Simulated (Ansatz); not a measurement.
**Hf2CF2 monolayer: the cell at rest**

Wanted: the relaxed cell of Hf2CF2 monolayer.

Program: Ansatz 0.2.0. Level of theory: DFT PBE, scalar-relativistic, plane waves, PAW. Results are calculated unless marked as measured.

Report form: the programs' logs are mostly left out.

### Step 1. Starting point

The cell holds 5 atoms: 1 C, 2 Hf and 2 F. Its edges and angles: a = 3.260 Å, b = 3.260 Å, c = 20.000 Å, α = 90.0°, β = 90.0°, γ = 120.0°. Vacuum lies along c.

### Step 2. A coarse first look

First a cheap look: the gap decides the mesh and the occupations, the pressure tells how far the cell has to move.

The program solves this slab on a cell height of its own, 33.2 Å, in place of the one typed.

input.yaml

```yaml
crystal:
  lattice:
    - [3.26, 0.0, 0.0]
    - [-1.63, 2.82324, 0.0]
    - [0.0, 0.0, 20.0]
  atoms:
    - { symbol: C, position: [0.0, 0.0, 0.5] }
    - { symbol: Hf, position: [0.333333, 0.666667, 0.56] }
    - { symbol: Hf, position: [0.666667, 0.333333, 0.44] }
    - { symbol: F, position: [0.666667, 0.333333, 0.6175] }
    - { symbol: F, position: [0.333333, 0.666667, 0.3825] }
  periodic: [true, true, false]
kpoints:
  mp_grid: { grid: [6, 6, 1] }
hamiltonian:
  xc: pbe
scf:
  occupations: { method: gaussian, width: 0.1 }
output:
  forces: true
  stress: true
  eigenvalues: true
```

Command:

```sh
$ ansatz run input.yaml --threads 4 --pin off --max-ram 14336MiB --backend cpu --events-out ev --progress --plain --runs-dir out
```

The job ended after 1.6 s (4 threads of Arm Neoverse V2, shared host; peak memory 0.69 GiB; 5.8 s of CPU time).

Numbers from this step:

```
gap on the k-mesh : 0 eV
area per atom     : 1.841 Å²
```

The coarse mesh shows no gap.

### Step 3. Coarse relaxation

A rough relaxation comes first, because large forces or stress need no tight tolerances yet.

The program solves this slab on a cell height of its own, 33.2 Å, in place of the one typed.

Changes to input.yaml since step 2:

```diff
@@ -13,3 +13,3 @@
 kpoints:
-  mp_grid: { grid: [6, 6, 1] }
+  mp_grid: { grid: [9, 9, 1] }
 hamiltonian:
@@ -22 +22,6 @@
   eigenvalues: true
+relax:
+  adjacent_minimum: "off"
+  f_tol: 0.05
+  max_steps: 80
+  cell: { stress_2d_tol: 0.02 }
```

Wall time 17 s (4 threads); peak memory 0.77 GiB.

Relaxation path:

```
step  energy less that of the first step (eV)  largest force component (eV/Å)  volume (Å³)
   1                                   0.0000                          2.1813       305.56
   2                                  -0.4549                          0.1131       306.32
   3                                  -0.4566                          0.0221       308.77
  4*                                  -0.4590                          0.0220       308.77
   5                                  -0.4591                          0.0306       308.57
  6*                                  -0.4590                          0.0306       308.57
```

Relaxation steps marked * repeat the geometry before them on a plane-wave basis chosen anew for their cell, so energy and pressure can jump there.

Forces are held to the 12 operations that the run works with; a distortion that breaks them can't arise in this run.

| cell as run | before | after | change |
| --- | --- | --- | --- |
| a (Å) | 3.260 | 3.276 | +0.5 % |
| b (Å) | 3.260 | 3.276 | +0.5 % |

The atoms that moved most (Å, along periodic axes as changes of fractional coordinates times the final cell, across vacuum about the mean position):

```
atom     dx     dy      dz  length
  F4  0.000  0.000   0.203   0.203
  F5  0.000  0.000  -0.203   0.203
```

Final coordinates:

```xyz
5
Lattice="3.2760 0.0000 0.0000 -1.6380 2.8371 0.0000 0.0000 0.0000 33.2000" Properties=species:S:1:pos:R:3
C     0.0000    0.0000   10.0000
Hf    0.0000    1.8914   11.1980
Hf    1.6380    0.9457    8.8020
F     1.6380    0.9457   12.5531
F     0.0000    1.8914    7.4469
```

This step gave:

- area per atom: 1.859 Å²

The relaxation ends with a largest force component of 0.031 eV/Å.

### Step 4. Bringing the structure to rest

Harmonic phonons are second derivatives at a point where the forces vanish, and they are wanted at zero stress, so atoms and cell are relaxed first.

input.yaml

```yaml
crystal:
  lattice:
    - [3.2759680581, 0.0, 0.0]
    - [-1.6379840291, 2.8370715603, 0.0]
    - [0.0, 0.0, 33.2]
  atoms:
    - { symbol: C, position: [0.0, 0.0, 0.3012048193] }
    - { symbol: Hf, position: [0.3333333333, 0.6666666667, 0.3372900732] }
    - { symbol: Hf, position: [0.6666666667, 0.3333333333, 0.2651195653] }
    - { symbol: F, position: [0.6666666667, 0.3333333333, 0.3781057698] }
    - { symbol: F, position: [0.3333333333, 0.6666666667, 0.2243038688] }
  periodic: [true, true, false]
kpoints:
  mp_grid: { grid: [12, 12, 1] }
hamiltonian:
  xc: pbe
scf:
  occupations: { method: gaussian, width: 0.1 }
output:
  forces: true
  stress: true
  eigenvalues: true
relax:
  adjacent_minimum: "off"
  f_tol: 0.005
  max_steps: 80
  cell: { stress_2d_tol: 0.02 }
```

The job ended after 19 s (4 threads; peak memory 0.8 GiB).

Little changed from the start: no atom moved by 0.005 Å and no cell edge by 0.1 %.

Numbers from this step:

* area per atom: 1.858 Å²

### Step 5. Relaxing to small forces for the phonons

Phonons need a cell at rest on their own settings, so the relaxation is repeated with tight tolerances on forces and stress, using the mesh and the filling of the phonon run that follows.

input.yaml

```yaml
crystal:
  lattice:
    - [3.2750509981, 0.0, 0.0]
    - [-1.6375254991, 2.836277363, 0.0]
    - [0.0, 0.0, 33.2]
  atoms:
    - { symbol: C, position: [0.0, 0.0, 0.3012048193] }
    - { symbol: Hf, position: [0.3333333333, 0.6666666667, 0.3373559707] }
    - { symbol: Hf, position: [0.6666666667, 0.3333333333, 0.2650536678] }
    - { symbol: F, position: [0.6666666667, 0.3333333333, 0.3780764627] }
    - { symbol: F, position: [0.3333333333, 0.6666666667, 0.2243331758] }
  periodic: [true, true, false]
kpoints:
  mp_grid: { grid: [12, 12, 1] }
hamiltonian:
  xc: pbe
scf:
  occupations: { method: methfessel_paxton, width: 0.2 }
output:
  forces: true
  stress: true
  eigenvalues: true
  write_density: true
  write_potential: true
  elf: true
  volumetric_format: npy
relax:
  adjacent_minimum: "off"
  f_tol: 0.001
  max_steps: 60
  cell: { stress_2d_tol: 0.002 }
```

The job ended after 19 s (4 threads; peak memory 0.81 GiB).

Little changed from the start: no atom moved by 0.005 Å and no cell edge by 0.1 %.

Valence density in the ac plane at fractional y = 0.333, with atoms of Hf and F within 0.2 Å of it. It is the smooth field of the valence electrons, not physical close to the nuclei.

Ten steps, logarithmic in the rise over the least value, from '0' (0 e/Å³) to '9' (20 e/Å³), each cell a mean:
```
00000000000000000
00000000000000000
00000000000000000
00000000000000000
00000000000000000
00000000000000000
00000000000000000
00000000000000000
00000000000000000
00000000000000000
00000000000000000
00000000000000000
00000000000000000
00000000000000000
00000011356776421
12222211234554321
22232222122222212
21111124689999753
11111111123333211
00000000000000000
00000000000000000
00000000000000000
00000000000000000
00000000000000000
```
Columns run along a (3.3 Å), rows up along c (33.2 Å). Atoms in or near the plane, at fractional coordinates: Hf at (0.67, 0.27), F at (0.67, 0.38).

Electrostatic potential energy in the ac plane at fractional y = 0.333, with atoms of Hf and F within 0.2 Å of it. With pseudopotentials it is smooth inside the atoms' cores, unlike the true potential.

Values in eV, 24 rows by 14 columns, each cell a mean:
```
  0   0   0   0   0   0   0   0   0   0   0   0   0   0
  0   0   0   0   0   0   0   0   0   0   0   0   0   0
  0   0   0   0   0   0   0   0   0   0   0   0   0   0
  0   0   0   0   0   0   0   0   0   0   0   0   0   0
  0   0   0   0   0   0   0   0   0   0   0   0   0   0
  0   0   0   0   0   0   0   0   0   0   0   0   0   0
  0   0   0   0   0   0   0   0   0   0   0   0   0   0
  0   0   0   0   0   0   0   0   0   0   0   0   0   0
  0   0   0   0   0   0   0   0   0   0   0   0   0   0
  0   0   0   0   0   0   0   0   0   0   0   0   0   0
  0   0   0   0   0   0   0   0   0   0   0   0   0   0
  0   0   0   0   0   0   0   0   0   0   0   0   0   0
  0   0   0   0   0   0   0   0   0   0   0   0   0   0
  0   0   0   0   0   0   0   0   0   0   0   0   0   0
 -2  -2  -2  -2  -2  -2  -4 -13 -18 -20 -19 -17  -9  -2
-11 -14 -16 -15 -13 -10  -8 -10 -13 -14 -13 -11  -8  -8
 -8  -9 -10 -10  -9  -7  -7  -8  -9  -9  -9  -8  -7  -7
-11  -7  -5  -6  -9 -17 -26 -30 -31 -31 -31 -31 -29 -22
 -4  -3  -3  -3  -4  -5  -8 -11 -13 -14 -13 -12  -9  -6
  0   0   0   0   0   0   0  -1  -1  -1  -1  -1   0   0
  0   0   0   0   0   0   0   0   0   0   0   0   0   0
  0   0   0   0   0   0   0   0   0   0   0   0   0   0
  0   0   0   0   0   0   0   0   0   0   0   0   0   0
  0   0   0   0   0   0   0   0   0   0   0   0   0   0
```
Columns run along a (3.3 Å; values clipped at the 3rd and 97th percentile), rows up along c (33.2 Å). Atoms in or near the plane, at fractional coordinates: Hf at (0.67, 0.27), F at (0.67, 0.38).

ELF in the ac plane at fractional y = 0.333, with atoms of Hf and F within 0.2 Å of it. It is the smooth field of the valence electrons, not physical close to the nuclei.

Ten even steps from '0' (0.00) to '9' (0.80), each cell a mean:
```
00000000000000000
00000000000000000
00000000000000000
00000000000000000
00000000000000000
00000000000000000
00000000000000000
00000000000000000
00000000000000000
00000000000000000
00000000000000000
00000000000000000
00000000000000000
00000000001111000
20000136888888875
11222112355555432
45555543333333334
22343224799999863
24554321122222111
01111100000000000
00000000000000000
00000000000000000
00000000000000000
00000000000000000
```
Columns run along a (3.3 Å), rows up along c (33.2 Å). Atoms in or near the plane, at fractional coordinates: Hf at (0.67, 0.27), F at (0.67, 0.38).

The largest force component left is 0.19 meV/Å, within the tolerances set.

### Step 6. Summary of results

| Property | Result |
| --- | --- |
| space group after relaxation (within 0.01 Å) | P-3m1 |
| lattice constant a | 3.275 Å |
| lattice constant b | 3.275 Å |
| area per atom | 1.86 Å² |

In words: The largest force component left is 0.19 meV/Å, within the tolerances set. The relaxation keeps the symmetry of its start, so it says nothing on stability against lower symmetry. Spin-orbit coupling is left out, which can matter for the heavy elements here. The starting cell was built on a prototype and not taken from a measurement.

[Logs are printed without paths, hosts, clocks, repeated set-up lines and the standing remarks that a program may print on its own settings, such as how far it seeks lower states.]

[Hosts, paths, dates, database ids (printed as entryN), source tags and the programs' standing remarks are cut or masked in the printed files.]
